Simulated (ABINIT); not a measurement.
## C (Fd-3m): refractive index against wavelength

The refractive index of C (Fd-3m) below the direct gap (5.62 eV on the mesh) is read from one computed spectrum, n = √(Re ε).

Cell: a, b, c = 2.522, 2.522, 2.522 Å (primitive vectors), 2 atoms.

Method: ABINIT 10.8.3, PBE, independent particles, k-mesh 17×17×17, Lorentzian half width 0.05 eV.

Launch of the response step: `optic optic.abi`. The run took 12 s, its band step included, on 4 threads of Intel(R) Xeon(R) Platinum 8488C (Sapphire Rapids) (shared host).

```tsv
wavelength (nm)	photon energy E (eV)	n
700	1.771	2.4496
633	1.959	2.4565
532	2.331	?
450	2.755	2.4957
405	3.061	2.5157
365	3.397	2.5414
308	4.025	2.6032
```

In the single-oscillator model n² − 1 = E₀E_d/(E₀² − E²), so 1/(n² − 1) = E₀/E_d − E²/(E₀E_d) is linear in E².

Working, on the rows shown:

| x = E² (eV²) | y = 1/(n² − 1) |
| --- | --- |
| 3.13716 | 0.199978 |
| 3.83641 | 0.198634 |
| 7.59115 | 0.191259 |
| 9.37179 | 0.187661 |
| 11.5384 | 0.183193 |
| 16.2043 | 0.173111 |

Means: x̄ = 8.6132, ȳ = 0.18897. Σ(x − x̄)(y − ȳ) = -0.2471, Σ(x − x̄)² = 120.6. Slope = -0.2471 / 120.6 = -0.002049; intercept = ȳ − slope · x̄ = 0.20662. Turned back into n, the line misses the rows shown by at most 0.002.

Question: Predict the last column of the withheld row from the fit.

Answer: At x = 5.4314 the line gives y = 0.19549, that is 2.4729. The run gave 2.4728, so the interpolation is off by 0.00012, 0.1 % of the range in the table.

Refitted with all rows, the slope is -0.002049 and the intercept 0.20662. These give E₀ = √(intercept/−slope) = 10.04 eV and E_d = E₀/intercept = 48.6 eV; E₀ is 1.8 times the direct gap. The electronic limit at long wavelengths, without lattice vibrations, is n = √(1 + 1/intercept) = 2.417. Excitons are left out and so are local fields; PBE gaps are as a rule too small. The values come from a sum over the points of one k-mesh and carry its error, which grows as the direct gap shrinks.

[Logs are printed without paths, hosts, clocks, repeated set-up lines and the standing remarks that a program may print on its own settings, such as how far it seeks lower states.]
